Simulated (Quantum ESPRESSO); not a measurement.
## K2Pt (Fm-3m): the LO frequency by hand

How high does the longitudinal optical mode of K2Pt (Fm-3m) lie, given the transverse one, the Born charge and ε∞?

Method: DFT LDA, scalar-relativistic, plane waves, PseudoDojo norm-conserving pseudopotentials, in Quantum ESPRESSO 7.5.

## 1. The relaxed structure

The structure is cubic, space group Fm-3m (No. 225). The conventional cell has a = 7.274 Å, b = 7.274 Å, c = 7.274 Å, α = 90.00°, β = 90.00°, γ = 90.00°. K has 4 Pt at 3.15 Å nearest. Nearest to Pt lie 8 K at 3.15 Å. Farther neighbours are not listed.

This is the cell after its relaxation at this level of theory, not the database cell from which that began.

## 2. What the response run gave

A linear-response run on the relaxed cell, with the response to an electric field; only its zone-centre results are used. Cutoff 92 Ry, k mesh 6×6×6.

The program printed:

```text
[banners, grids, parts of the stress and lines that vanish by symmetry left out]
Program PHONON v.7.5
     Reading xml data from directory:

[...]
Exchange-correlation= PW
                           (   1   4   0   0   0   0   0)
[...]
kinetic-energy cut-off    =      92.0000  Ry
     charge density cut-off    =     368.0000  Ry
     convergence threshold     =      1.0E-18
[...]
Exchange-correlation= PW
                           (   1   4   0   0   0   0   0)
[...]
q = (   0.0000000   0.0000000   0.0000000 )
     49 Sym.Ops. (with q -> -q+G )
     G cutoff = 1761.0646  (  77377 G-vectors)     FFT grid: ( 60, 60, 60)
     number of k points=    16
[...]
Mode symmetry, O_h (m-3m)  point group:
[...]
Dielectric constant
[...]
End of electric fields calculation
          Dielectric constant in cartesian axis
          (       5.130292272      -0.000000000       0.000000000 )
          (       0.000000000       5.130292272      -0.000000000 )
          (       0.000000000      -0.000000000       5.130292272 )
          Effective charges (d Force / dE) in cartesian axis without acoustic sum rule applied (asr)
           atom    1  K     Mean Z*:        0.90252
      Ex  (        0.90252       -0.00000        0.00000 )
      Ey  (       -0.00000        0.90252        0.00000 )
      Ez  (        0.00000        0.00000        0.90252 )
           atom    2  K     Mean Z*:        0.90252
      Ex  (        0.90252        0.00000       -0.00000 )
      Ey  (        0.00000        0.90252       -0.00000 )
      Ez  (       -0.00000       -0.00000        0.90252 )
           atom    3  Pt    Mean Z*:       -1.80660
      Ex  (       -1.80660       -0.00000       -0.00000 )
      Ey  (       -0.00000       -1.80660        0.00000 )
      Ez  (       -0.00000       -0.00000       -1.80660 )
          Effective charges Sum: Mean:       -0.00156
[...]
Effective charges (d Force / dE) in cartesian axis with asr applied:
           atom    1  K     Mean Z*:        0.90304
[...]
atom    2  K     Mean Z*:        0.90304
[...]
atom    3  Pt    Mean Z*:       -1.80609
[...]
Representation #   1 modes #   1   2   3
[...]
End of self-consistent calculation
     Convergence has been achieved
     Representation #   2 modes #   4   5   6
[...]
End of self-consistent calculation
     Convergence has been achieved
     Representation #   3 modes #   7   8   9
[...]
End of self-consistent calculation
     Convergence has been achieved
[...]
Dielectric constant in cartesian axis
          (       5.130292272      -0.000000000       0.000000000 )
          (       0.000000000       5.130292272      -0.000000000 )
          (       0.000000000      -0.000000000       5.130292272 )
          Effective charges (d Force / dE) in cartesian axis without acoustic sum rule applied (asr)
           atom    1  K     Mean Z*:        0.90252
      Ex  (        0.90252       -0.00000        0.00000 )
      Ey  (       -0.00000        0.90252        0.00000 )
      Ez  (        0.00000        0.00000        0.90252 )
           atom    2  K     Mean Z*:        0.90252
      Ex  (        0.90252        0.00000       -0.00000 )
      Ey  (        0.00000        0.90252       -0.00000 )
      Ez  (       -0.00000       -0.00000        0.90252 )
           atom    3  Pt    Mean Z*:       -1.80660
      Ex  (       -1.80660       -0.00000       -0.00000 )
      Ey  (       -0.00000       -1.80660        0.00000 )
      Ez  (       -0.00000       -0.00000       -1.80660 )
          Effective charges Sum: Mean:       -0.00156
[...]
Effective charges (d Force / dE) in cartesian axis with asr applied:
           atom    1  K     Mean Z*:        0.90304
[...]
atom    2  K     Mean Z*:        0.90304
[...]
atom    3  Pt    Mean Z*:       -1.80609
[...]
q = (    0.000000000   0.000000000   0.000000000 )
[...]
freq (    1) =      -0.041915 [THz] =      -1.398133 [cm-1]
     freq (    2) =      -0.041915 [THz] =      -1.398133 [cm-1]
     freq (    3) =      -0.041915 [THz] =      -1.398133 [cm-1]
     freq (    4) =       3.065321 [THz] =     102.248114 [cm-1]
     freq (    5) =       3.065321 [THz] =     102.248114 [cm-1]
     freq (    6) =       3.065321 [THz] =     102.248114 [cm-1]
     freq (    7) =       3.797391 [THz] =     126.667316 [cm-1]
     freq (    8) =       3.797391 [THz] =     126.667316 [cm-1]
     freq (    9) =       3.797391 [THz] =     126.667316 [cm-1]
[...]
Mode symmetry, O_h (m-3m)  point group:
     freq (   1-   3) =         -1.4  [cm-1]   --> T_1u G_15  G_4- I
     freq (   4-   6) =        102.2  [cm-1]   --> T_1u G_15  G_4- I
     freq (   7-   9) =        126.7  [cm-1]   --> T_2g G_25' G_5+ R

   JOB DONE.
```

```tsv
quantity	value
cell volume Ω (Å³)	96.200
mass of K (u)	39.098
mass of Pt (u)	195.084
Born charge of K, raw (e)	0.902
Born charge of Pt, raw (e)	-1.807
ε∞	5.130
ω(TO) after the sum rule (cm⁻¹)	102.3
```

## 3. The calculation

The charges must sum to zero over the cell; taking off their mean, -0.001 e, leaves Z* = -1.806 e on Pt. In the polar mode Pt moves against the two K, so the reduced mass is μ = 195.08 × 78.20 / 273.28 = 55.821 u.

A longitudinal wave builds up a field that adds to the restoring force: ω(LO)² = ω(TO)² + 4π Z*² / (μ Ω ε∞), in Hartree atomic units. With μ = 101756 electron masses and Ω = 649.19 bohr³ the second term is 1.2095e-07 Ha², or 5826 cm⁻² (1 Ha = 219474.6 cm⁻¹).

So ω(LO) = √(10459 + 5826) = 127.6 cm⁻¹, and by the Lyddane-Sachs-Teller relation ε₀ = ε∞ (ω(LO)/ω(TO))² = 7.99.

## 4. Check against the program

The analysis program adds the same non-analytic term to the full matrix, here for q along (1 0 0).

The program printed:

```text
[banners, grids, parts of the stress and lines that vanish by symmetry left out]
[banner, memory and clock lines left out]
Program DYNMAT v.7.5

     Reading Dynamical Matrix from file g.dyn
     ...Force constants read
     ...epsilon and Z* read

     Polarizability (A^3 units)
     multiply by 0.420740 for Clausius-Mossotti correction
        31.618782    0.000000    0.000000
        -0.000000   31.618782   -0.000000
         0.000000   -0.000000   31.618782

     IR activities are in (D/A)^2/amu units

# mode   [cm-1]    [THz]      IR
    1     -0.00   -0.0000    0.0000
    2     -0.00   -0.0000    0.0000
[...]
8    126.69    3.7979    0.0000
    9    127.61    3.8257    1.3482

[end of the log left out, with the tail of the file of modes that dynmat.x writes under the same name]
```

ε₀ comes from the program's run without a direction of q.

```tsv
quantity	by hand	program
ω(LO) (cm⁻¹)	127.6	127.6
ε₀	7.99	7.99
```

## 5. Results

* TO mode: 102.3 cm⁻¹
* LO mode: 127.6 cm⁻¹
* static dielectric constant: 7.988

**Reading.** The LO mode of K2Pt (Fm-3m) lies at 128 cm⁻¹, 25 cm⁻¹ above the TO mode; the formula meets the program within 0.1 cm⁻¹, as it must for a cubic crystal with one polar mode. ω(LO)² − ω(TO)² goes with Z*²/ε∞: an error of 5 % in ε∞ would move the LO mode by 1.1 cm⁻¹, and semilocal functionals tend to overestimate ε∞. These are harmonic values at zero temperature, at the volume of this functional, for the structure held cubic; stability elsewhere in the zone is no part of this calculation.

[Host names and launcher messages were left out of these logs when they were recorded.]

[Logs are printed without paths, hosts, clocks, repeated set-up lines and the standing remarks that a program may print on its own settings, such as how far it seeks lower states.]

[Hosts, paths, dates, database ids (printed as entryN), source tags and the programs' standing remarks are cut or masked in the printed files.]
